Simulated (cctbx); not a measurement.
## Resonant diffraction in Y2MgRhS6

Space group P2_1/c (no. 14), a = 6.5260 Å, b = 6.8520 Å, c = 11.2630 Å, α = 90.00°, β = 123.60°, γ = 90.00°.

```csv
atom,mult.,x,y,z,Ueq (Å²)
Rh1,2,0,0,0,0.0214
Y1,4,0.7333,0.4330,0.7528,0.0173
S1,4,0.6562,0.1902,0.9494,0.0396
S2,4,0.7473,0.7055,0.9394,0.0373
S3,4,0.8598,0.0458,0.7488,0.0234
Mg1,2,1/2,0,1/2,0.0439
```

The model is made up (kin elements in a known structure type, no relaxation), so it says nothing on whether the phase exists.

Calculated with cctbx: free-atom f′ and f″ from the Sasaki tables, no fine structure; amplitudes in electrons.

| E (eV) | F 2 0 0 | F 0 2 1 | F 1 1 0 | F 1 0 0 |
| --- | --- | --- | --- | --- |
| 22620 | 102.9 | 48.7 | 56.4 | 45.8 |
| 22970 | 104.5 | 48.8 | 56.5 | 44.3 |
| 23100 | 105.8 | 48.8 | 56.5 | 42.9 |
| 23160 | 107.1 | 48.8 | 56.5 | 41.6 |
| 23190 | 108.3 | 48.8 | 56.5 | 40.3 |
| 23205 | 109.5 | 48.8 | 56.5 | 39.1 |
| 23212 | 110.6 | 48.8 | 56.5 | 38.0 |
| 23216 | 111.8 | 48.8 | 56.5 | 36.8 |
| 23224 | 113.3 | 48.8 | 56.5 | 35.4 |
| 23228 | 111.0 | 48.8 | 56.5 | 37.8 |
| 23235 | 109.6 | 48.9 | 56.5 | 39.2 |
| 23250 | 108.2 | 48.9 | 56.5 | 40.7 |
| 23280 | 106.9 | 48.9 | 56.5 | 42.1 |
| 23370 | 105.1 | 48.9 | 56.5 | 43.9 |
| 23620 | 103.3 | 49.0 | 56.6 | 45.9 |

**Question.** Which edge is crossed, and why do the reflections move as they do?

The K edge of Rh. The edge is at 23220 eV. f′ of Rh falls from -4.7 e at 23100 eV to -7.8 e at 4 eV below it, and f″ steps from 0.55 to 3.65 e across it. Over that approach |F| changes by +6 % (2 0 0), +0 % (0 2 1), +0 % (1 1 0) and -14 % (1 0 0): a reflection falls where Rh scatters in phase with the total and rises where it scatters against it; it hardly moves where the Rh term is small or cancels by symmetry. Above the edge the larger f″ enters the imaginary part, where it can add to or cancel the other atoms' f″. The structure is centrosymmetric, so Friedel mates stay equal.

[Logs are printed without paths, hosts, clocks, repeated set-up lines and the standing remarks that a program may print on its own settings, such as how far it seeks lower states.]
